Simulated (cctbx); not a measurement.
# Cr3CdB6 with cctbx, script by script

Library: cctbx 2025.11. The data are simulated by the first script.

## 1. Simulate the data

run.py:

```python
from cctbx import adptbx, crystal, miller, sgtbx, xray
from cctbx.array_family import flex
from iotbx.shelx import hklf
from scitbx import matrix
import scitbx.random

cs = crystal.symmetry(unit_cell=(3.098, 3.151, 18.652, 90, 90, 90), space_group_symbol='Hall: A 2 -2')  # Amm2
atoms = [  # label, site, U (iso, or U11 U22 U33 U12 U13 U23 in A^2), occupancy
    ("Cd1", (0, 0.5, 0.298), 0.0065, 1),
    ("Cr1", (0.5, 0.5, 0.428), 0.0066, 1),
    ("Cr2", (0, 0, 0.0717), 0.0072, 1),
    ("Cr3", (0.5, 0, 0.2015), 0.0065, 1),
    ("B1", (0.5, 0.5, 0.1233), 0.0109, 1),
    ("B2", (0, 0, 0.3789), 0.0100, 1),
    ("B3", (0.5, 0, 0.3253), 0.0122, 1),
    ("B4", (0, 0.5, 0.1741), 0.0125, 1),
    ("B5", (0.5, 0.5, 0.0251), 0.0121, 1),
    ("B6", (0, 0, 0.475), 0.0120, 1),
]
xs = xray.structure(crystal_symmetry=cs)
for label, site, u, occ in atoms:
    u = adptbx.u_cif_as_u_star(cs.unit_cell(), u) if isinstance(u, tuple) else u
    xs.add_scatterer(xray.scatterer(label, site=site, u=u, occupancy=occ))
xs.set_inelastic_form_factors(0.71073, "sasaki")
xs.show_summary()
p1 = xs.expand_to_p1()
ms = miller.build_set(p1, anomalous_flag=True, d_min=0.77)
flex.set_random_seed(215622)
scitbx.random.set_random_seed(215622)
ms = ms.select(flex.random_double(ms.size()) < 0.9)
i = ms.structure_factors_from_scatterers(p1, algorithm="direct").f_calc().as_intensity_array().data()
i = i / flex.sqrt(1 + 0.1 * i / flex.max(i))  # extinction
i = i * 5000 / flex.max(i)
sig = flex.sqrt(i + flex.pow2(0.06 * i) + 15 ** 2)
noise = scitbx.random.variate(scitbx.random.normal_distribution())(i.size())
data = ms.array(data=i + sig * noise, sigmas=sig).set_observation_type_xray_intensity()
with open("data.hkl", "w") as f:
    data.export_as_shelx_hklf(f)
print("reflections written:", data.size(), " <I/sigma> = %.1f" % flex.mean(data.data() / data.sigmas()))
for h, a, b in list(data.sort("data"))[:12]:
    print("%4d%4d%4d %9.1f %7.1f" % (h + (a, b)))
```

```console
$ python run.py
```

```text
Number of scatterers: 10
At special positions: 10
Unit cell: (3.098, 3.151, 18.652, 90, 90, 90)
Space group: A m m 2 (No. 38)
reflections written: 1491  <I/sigma> = 5.1
  -1   0  -4    5421.8   293.5
   0   1   7    5041.3   308.0
  -2   0   0    4836.5   301.7
   0   2   0    4797.0   308.6
   1   0   4    4734.3   292.9
   0  -1  -7    4720.3   307.7
   2   0   0    4693.6   301.7
   0  -1   7    4661.8   308.0
   0  -2   0    4625.7   308.6
   1   0  -4    4623.9   293.5
  -1   0   4    4590.6   292.9
   0   0   8    4262.2   232.6
```

It took 0.25 s on 1 thread of Arm Neoverse V2, on a shared host, peak memory 0.07 GiB.

## 2. Refinement (refined in the given hand)

run.py:

```python
import math
from cctbx import adptbx, crystal, maptbx, sgtbx, xray
from cctbx.array_family import flex
from cctbx.xray import observations
from iotbx.shelx import hklf
from scitbx.lstbx import normal_eqns_solving
from smtbx import absolute_structure, utils
from smtbx.refinement import constraints, least_squares

cs = crystal.symmetry(unit_cell=(3.098, 3.151, 18.652, 90, 90, 90), space_group_symbol='Hall: A 2 -2')  # Amm2
atoms = [  # label, site, U (iso, or U11 U22 U33 U12 U13 U23 in A^2), occupancy
    ("Cd1", (0, 0.5, 0.2961), 0.0200, 1),
    ("Cr1", (0.5, 0.5, 0.4282), 0.0200, 1),
    ("Cr2", (0, 0, 0.072), 0.0200, 1),
    ("Cr3", (0.5, 0, 0.2025), 0.0200, 1),
    ("B1", (0.5, 0.5, 0.1232), 0.0200, 1),
    ("B2", (0, 0, 0.3797), 0.0200, 1),
    ("B3", (0.5, 0, 0.3245), 0.0200, 1),
    ("B4", (0, 0.5, 0.1735), 0.0200, 1),
    ("B5", (0.5, 0.5, 0.025), 0.0200, 1),
    ("B6", (0, 0, 0.4745), 0.0200, 1),
]
xs = xray.structure(crystal_symmetry=cs)
for label, site, u, occ in atoms:
    u = adptbx.u_cif_as_u_star(cs.unit_cell(), u) if isinstance(u, tuple) else u
    xs.add_scatterer(xray.scatterer(label, site=site, u=u, occupancy=occ))
xs.set_inelastic_form_factors(0.71073, "sasaki")
xs.convert_to_anisotropic()
raw = hklf.reader(file_name="data.hkl").as_miller_arrays(crystal_symmetry=cs, anomalous=True)[0]
merged = raw.eliminate_sys_absent().merge_equivalents()
fo2 = merged.array().set_observation_type_xray_intensity()
print("Rint %.3f, %d unique reflections to %.2f A" % (merged.r_int(), fo2.size(), fo2.d_min()))
for sc in xs.scatterers():
    sc.flags.set_grad_site(True)
    sc.flags.set_grad_u_aniso(sc.flags.use_u_aniso())
    sc.flags.set_grad_u_iso(sc.flags.use_u_iso())
obs = fo2.as_xray_observations()
extra = {}
rep = constraints.reparametrisation(xs, [], utils.connectivity_table(xs), **extra)
ls = least_squares.crystallographic_ls(obs, rep, weighting_scheme=least_squares.mainstream_shelx_weighting(a=0, b=0))
print("cycle     R1     wR2    GooF  max shift (A)")
for cycle in range(8):
    ls.build_up()
    r1, wr2, goof = ls.r1_factor(cutoff_factor=2)[0], ls.wR2(), ls.goof()
    old = xs.sites_cart()
    normal_eqns_solving.levenberg_marquardt_iterations(ls, n_max_iterations=3, tau=1e-06, step_threshold=1e-7)
    big = flex.max((xs.sites_cart() - old).norms())
    print("%4d %7.4f %7.4f %7.3f %9.5f" % (cycle + 1, r1, wr2, goof, big))
    ls.build_up(objective_only=True)
    if abs(ls.wR2() - wr2) < 5e-5 and big < 5e-4:
        break
ls.build_up()
print("final R1 %.4f wR2 %.4f GooF %.3f  parameters %d  data/parameter %.1f" % (ls.r1_factor(cutoff_factor=2)[0], ls.wR2(), ls.goof(), ls.n_parameters, fo2.size() / ls.n_parameters))
cov = ls.covariance_matrix_and_annotations()
su = dict(zip(cov.annotations, (math.sqrt(max(v, 0)) for v in cov.matrix.matrix_packed_u_diagonal())))
a2 = cs.unit_cell().reciprocal_parameters()[0] ** -2
print("atom        x        y        z      Ueq    occ   su(xyz)  su(Uiso or U11)")
for sc in xs.scatterers():
    s = max(su.get(sc.label + k, 0) for k in (".x", ".y", ".z"))
    npd = "" if sc.is_positive_definite_u(cs.unit_cell()) else "  NPD"
    print("%-5s %8.5f %8.5f %8.5f %8.4f %6.3f %8.5f %7.4f%s" % ((sc.label,) + sc.site + (sc.u_iso_or_equiv(cs.unit_cell()), sc.occupancy, s, su.get(sc.label + ".uiso", su.get(sc.label + ".u11", 0) * a2), npd)))
fc = fo2.structure_factors_from_scatterers(xs, algorithm="direct").f_calc()
absolute_structure.flack_analysis(xs, fo2.as_xray_observations()).show()
h = absolute_structure.hooft_analysis(fo2, fc, scale_factor=ls.scale_factor())
print("Hooft y: %.3f(%.0f)  Bijvoet pairs: %d" % (h.hooft_y, 1000 * h.sigma_y, h.n_bijvoet_pairs))
fo = fo2.f_sq_as_f()
fc = fo.structure_factors_from_scatterers(xs, algorithm="direct").f_calc()
diff = fo.f_obs_minus_f_calc(1 / math.sqrt(ls.scale_factor()), fc).average_bijvoet_mates()
m = diff.fft_map(symmetry_flags=maptbx.use_space_group_symmetry, resolution_factor=0.25).apply_volume_scaling()
print("difference map: max %.2f min %.2f rms %.2f" % (m.statistics().max(), m.statistics().min(), m.statistics().sigma()))
peaks = m.peak_search(parameters=maptbx.peak_search_parameters(min_distance_sym_equiv=0.6, max_clusters=6)).all()
near = xs.closest_distances(peaks.sites(), distance_cutoff=4)
sps = cs.special_position_settings(min_distance_sym_equiv=0.5)
for k, (x, h) in enumerate(zip(peaks.sites(), peaks.heights())):
    ss = sps.site_symmetry(x)
    print("Q%-3d %7.4f %7.4f %7.4f %4d %7.2f  %.2f A from %s" % ((k + 1,) + tuple(t % 1 for t in ss.exact_site()) + (ss.multiplicity(), h, near.smallest_distances[k], xs.scatterers()[near.i_seqs[k]].label)))
```

```console
$ python run.py
```

```text
Rint 0.054, 285 unique reflections to 0.77 A
cycle     R1     wR2    GooF  max shift (A)
   1  0.1238  0.2698   4.704   0.04825
   2  0.0249  0.0537   0.937   0.00227
   3  0.0249  0.0537   0.937   0.00015
final R1 0.0249 wR2 0.0537 GooF 0.937  parameters 40  data/parameter 7.1
atom        x        y        z      Ueq    occ   su(xyz)  su(Uiso or U11)
Cd1    0.00000  0.50000  0.29713   0.0064  1.000  0.00005  0.0004
Cr1    0.50000  0.50000  0.42713   0.0062  1.000  0.00013  0.0010
Cr2    0.00000  0.00000  0.07088   0.0075  1.000  0.00012  0.0010
Cr3    0.50000  0.00000  0.20080   0.0056  1.000  0.00010  0.0010
B1     0.50000  0.50000  0.12120   0.0097  1.000  0.00097  0.0100  NPD
B2     0.00000  0.00000  0.37743   0.0095  1.000  0.00093  0.0072
B3     0.50000  0.00000  0.32558   0.0124  1.000  0.00098  0.0075
B4     0.00000  0.50000  0.17430   0.0109  1.000  0.00092  0.0077
B5     0.50000  0.50000  0.02229   0.0135  1.000  0.00104  0.0078
B6     0.00000  0.00000  0.47370   0.0095  1.000  0.00081  0.0075
Flack x: -0.16(17)
Hooft y: -0.093(219)  Bijvoet pairs: 137
difference map: max 0.69 min -0.73 rms 0.19
Q1    0.0000  0.0000  0.2935    2    0.71  1.57 A from B2
Q2    0.3114  0.0000  0.0235    4    0.69  1.31 A from Cr2
Q3    0.3345  0.1526  0.4393    8    0.54  1.23 A from Cr1
Q4    0.0000  0.0000  0.5737    2    0.54  1.58 A from Cr2
Q5    0.0000  0.1736  0.3986    4    0.53  0.67 A from B2
Q6    0.0000  0.2012  0.6484    4    0.51  0.80 A from B4
```

Time: 0.5 s.

## 3. Refinement

run.py, as its changes from the last script of this kind:

```diff
@@ -12,10 +12,10 @@
-    ("Cd1", (0, 0.5, 0.2961), 0.0200, 1),
-    ("Cr1", (0.5, 0.5, 0.4282), 0.0200, 1),
-    ("Cr2", (0, 0, 0.072), 0.0200, 1),
-    ("Cr3", (0.5, 0, 0.2025), 0.0200, 1),
-    ("B1", (0.5, 0.5, 0.1232), 0.0200, 1),
-    ("B2", (0, 0, 0.3797), 0.0200, 1),
-    ("B3", (0.5, 0, 0.3245), 0.0200, 1),
-    ("B4", (0, 0.5, 0.1735), 0.0200, 1),
-    ("B5", (0.5, 0.5, 0.025), 0.0200, 1),
-    ("B6", (0, 0, 0.4745), 0.0200, 1),
+    ("Cd1", (0, 0.5, 0.70287), 0.0064, 1),
+    ("Cr1", (0.5, 0.5, 0.57287), 0.0062, 1),
+    ("Cr2", (0, 0, 0.92912), 0.0075, 1),
+    ("Cr3", (0.5, 0, 0.7992), 0.0056, 1),
+    ("B1", (0.5, 0.5, 0.8788), 0.0097, 1),
+    ("B2", (0, 0, 0.62257), 0.0095, 1),
+    ("B3", (0.5, 0, 0.67442), 0.0124, 1),
+    ("B4", (0, 0.5, 0.8257), 0.0109, 1),
+    ("B5", (0.5, 0.5, 0.97771), 0.0135, 1),
+    ("B6", (0, 0, 0.5263), 0.0095, 1),
```

```console
$ python run.py
```

```text
Rint 0.054, 285 unique reflections to 0.77 A
cycle     R1     wR2    GooF  max shift (A)
   1  0.0269  0.0603   1.052   0.01027
   2  0.0262  0.0564   0.984   0.00070
   3  0.0262  0.0564   0.984   0.00006
final R1 0.0262 wR2 0.0564 GooF 0.984  parameters 40  data/parameter 7.1
atom        x        y        z      Ueq    occ   su(xyz)  su(Uiso or U11)
Cd1    0.00000  0.50000  0.70286   0.0064  1.000  0.00005  0.0004
Cr1    0.50000  0.50000  0.57292   0.0061  1.000  0.00014  0.0010
Cr2    0.00000  0.00000  0.92917   0.0076  1.000  0.00013  0.0010
Cr3    0.50000  0.00000  0.79921   0.0055  1.000  0.00010  0.0011
B1     0.50000  0.50000  0.87824   0.0094  1.000  0.00105  0.0102  NPD
B2     0.00000  0.00000  0.62213   0.0099  1.000  0.00099  0.0079
B3     0.50000  0.00000  0.67428   0.0131  1.000  0.00106  0.0078
B4     0.00000  0.50000  0.82544   0.0102  1.000  0.00099  0.0081
B5     0.50000  0.50000  0.97754   0.0136  1.000  0.00110  0.0084
B6     0.00000  0.00000  0.52599   0.0100  1.000  0.00090  0.0076
Flack x: 1.11(18)
Hooft y: 1.076(222)  Bijvoet pairs: 137
difference map: max 0.73 min -0.73 rms 0.19
Q1    0.0000  0.0000  0.7069    2    0.75  1.58 A from Cd1
Q2    0.3092  0.0000  0.9758    4    0.69  1.29 A from Cr2
Q3    0.0000  0.0000  0.4273    2    0.57  1.58 A from Cr2
Q4    0.3347  0.1512  0.5606    8    0.55  1.23 A from Cr1
Q5    0.5000  0.2414  0.4615    4    0.53  0.82 A from B5
Q6    0.0000  0.2007  0.3512    4    0.52  0.79 A from B4
```

Time: 0.49 s.

This run holds a fault made on purpose: the structure inverted.

## 4. Simulate the data

run.py, as its changes from the last script of this kind:

```diff
@@ -24 +24 @@
-xs.set_inelastic_form_factors(0.71073, "sasaki")
+xs.set_inelastic_form_factors(1.54184, "sasaki")
@@ -27,3 +27,3 @@
-ms = miller.build_set(p1, anomalous_flag=True, d_min=0.77)
-flex.set_random_seed(215622)
-scitbx.random.set_random_seed(215622)
+ms = miller.build_set(p1, anomalous_flag=True, d_min=0.83)
+flex.set_random_seed(595269)
+scitbx.random.set_random_seed(595269)
@@ -32 +32 @@
-i = i / flex.sqrt(1 + 0.1 * i / flex.max(i))  # extinction
+i = i / flex.sqrt(1 + 0.3 * i / flex.max(i))  # extinction
@@ -34 +34 @@
-sig = flex.sqrt(i + flex.pow2(0.06 * i) + 15 ** 2)
+sig = flex.sqrt(i + flex.pow2(0.02 * i) + 15 ** 2)
```

```console
$ python run.py
```

```text
Number of scatterers: 10
At special positions: 10
Unit cell: (3.098, 3.151, 18.652, 90, 90, 90)
Space group: A m m 2 (No. 38)
reflections written: 1229  <I/sigma> = 9.1
   2   0   0    5124.0   121.3
   0  -1   7    5080.9   123.4
   0   1   7    5002.9   123.4
   0   1  -7    4953.8   122.5
   0   2   0    4949.6   123.4
   0  -2   0    4898.7   123.4
   0  -1  -7    4854.5   122.5
   1   0  -4    4763.3   119.0
  -1   0  -4    4752.6   119.0
  -2   0   0    4703.1   121.3
   1   0   4    4621.3   117.9
   0   0   8    3994.2    98.4
```

Time: 0.25 s.

## 5. Refinement (refined in the given hand)

run.py, as its changes from the last script of this kind:

```diff
@@ -12,10 +12,10 @@
-    ("Cd1", (0, 0.5, 0.70287), 0.0064, 1),
-    ("Cr1", (0.5, 0.5, 0.57287), 0.0062, 1),
-    ("Cr2", (0, 0, 0.92912), 0.0075, 1),
-    ("Cr3", (0.5, 0, 0.7992), 0.0056, 1),
-    ("B1", (0.5, 0.5, 0.8788), 0.0097, 1),
-    ("B2", (0, 0, 0.62257), 0.0095, 1),
-    ("B3", (0.5, 0, 0.67442), 0.0124, 1),
-    ("B4", (0, 0.5, 0.8257), 0.0109, 1),
-    ("B5", (0.5, 0.5, 0.97771), 0.0135, 1),
-    ("B6", (0, 0, 0.5263), 0.0095, 1),
+    ("Cd1", (0, 0.5, 0.2985), 0.0200, 1),
+    ("Cr1", (0.5, 0.5, 0.4284), 0.0200, 1),
+    ("Cr2", (0, 0, 0.0731), 0.0200, 1),
+    ("Cr3", (0.5, 0, 0.2017), 0.0200, 1),
+    ("B1", (0.5, 0.5, 0.1229), 0.0200, 1),
+    ("B2", (0, 0, 0.3782), 0.0200, 1),
+    ("B3", (0.5, 0, 0.3257), 0.0200, 1),
+    ("B4", (0, 0.5, 0.1737), 0.0200, 1),
+    ("B5", (0.5, 0.5, 0.0258), 0.0200, 1),
+    ("B6", (0, 0, 0.4774), 0.0200, 1),
@@ -27 +27 @@
-xs.set_inelastic_form_factors(0.71073, "sasaki")
+xs.set_inelastic_form_factors(1.54184, "sasaki")
```

```console
$ python run.py
```

```text
Rint 0.027, 238 unique reflections to 0.83 A
cycle     R1     wR2    GooF  max shift (A)
   1  0.1031  0.2305   7.671   0.04427
   2  0.0179  0.0370   1.231   0.00095
   3  0.0179  0.0370   1.230   0.00014
final R1 0.0179 wR2 0.0370 GooF 1.230  parameters 40  data/parameter 6.0
atom        x        y        z      Ueq    occ   su(xyz)  su(Uiso or U11)
Cd1    0.00000  0.50000  0.29858   0.0047  1.000  0.00005  0.0004
Cr1    0.50000  0.50000  0.42863   0.0073  1.000  0.00016  0.0011
Cr2    0.00000  0.00000  0.07236   0.0070  1.000  0.00011  0.0012
Cr3    0.50000  0.00000  0.20189   0.0066  1.000  0.00010  0.0011
B1     0.50000  0.50000  0.12232   0.0185  1.000  0.00131  0.0086
B2     0.00000  0.00000  0.38011   0.0058  1.000  0.00084  0.0080
B3     0.50000  0.00000  0.32538   0.0178  1.000  0.00105  0.0072
B4     0.00000  0.50000  0.17472   0.0085  1.000  0.00088  0.0087
B5     0.50000  0.50000  0.02630   0.0131  1.000  0.00100  0.0078
B6     0.00000  0.00000  0.47498   0.0112  1.000  0.00109  0.0079
Flack x: 0.02(3)
Hooft y: 0.017(32)  Bijvoet pairs: 115
difference map: max 0.49 min -0.76 rms 0.16
Q1    0.2060  0.0000  0.8638    4    0.51  1.37 A from Cd1
Q2    0.5000  0.2205  0.0444    4    0.46  0.94 A from B5
Q3    0.5000  0.1671  0.7657    4    0.42  1.53 A from B3
Q4    0.5000  0.0000  0.8323    2    0.39  1.58 A from B3
Q5    0.0000  0.1900  0.9682    4    0.37  0.98 A from B6
Q6    0.2179  0.0000  0.7982    4    0.37  0.68 A from Cd1
```

Time: 0.51 s.

## 6. Simulate the data

run.py, as its changes from the last script of this kind:

```diff
@@ -24 +24 @@
-xs.set_inelastic_form_factors(1.54184, "sasaki")
+xs.set_inelastic_form_factors(0.7749, "sasaki")
@@ -27,3 +27,3 @@
-ms = miller.build_set(p1, anomalous_flag=True, d_min=0.83)
-flex.set_random_seed(595269)
-scitbx.random.set_random_seed(595269)
+ms = miller.build_set(p1, anomalous_flag=True, d_min=0.65)
+flex.set_random_seed(775575)
+scitbx.random.set_random_seed(775575)
@@ -31,0 +32,4 @@
+law = matrix.sqr((-1, 0, 0, 0, -1, 0, 0, 0, -1))
+mate = flex.miller_index([tuple(matrix.row(h) * law) for h in ms.indices()])
+i2 = ms.customized_copy(indices=mate).structure_factors_from_scatterers(p1, algorithm="direct").f_calc().as_intensity_array().data()
+i = (1 - 0.15) * i + 0.15 * i2
@@ -33,2 +37,2 @@
-i = i * 5000 / flex.max(i)
-sig = flex.sqrt(i + flex.pow2(0.02 * i) + 15 ** 2)
+i = i * 40000 / flex.max(i)
+sig = flex.sqrt(i + flex.pow2(0.04 * i) + 8 ** 2)
```

```console
$ python run.py
```

```text
Number of scatterers: 10
At special positions: 10
Unit cell: (3.098, 3.151, 18.652, 90, 90, 90)
Space group: A m m 2 (No. 38)
reflections written: 2506  <I/sigma> = 10.6
   0  -1   7   41771.5  1608.8
   0   1   7   41160.2  1608.8
   0   1  -7   40575.1  1607.4
   0   2   0   40430.5  1612.5
  -1   0  -4   40306.5  1537.2
  -2   0   0   40293.6  1578.6
  -1   0   4   40091.1  1534.7
   2   0   0   38289.9  1578.6
   1   0  -4   38239.1  1537.2
   1   0   4   36821.2  1534.7
  -1  -1   3   32209.7  1256.2
  -1   1   3   31588.3  1256.2
```

Run time: 0.28 s on 1 thread of Arm Neoverse V2, on a shared host, peak memory 0.07 GiB.

[Logs are printed without paths, hosts, clocks, repeated set-up lines and the standing remarks that a program may print on its own settings, such as how far it seeks lower states.]
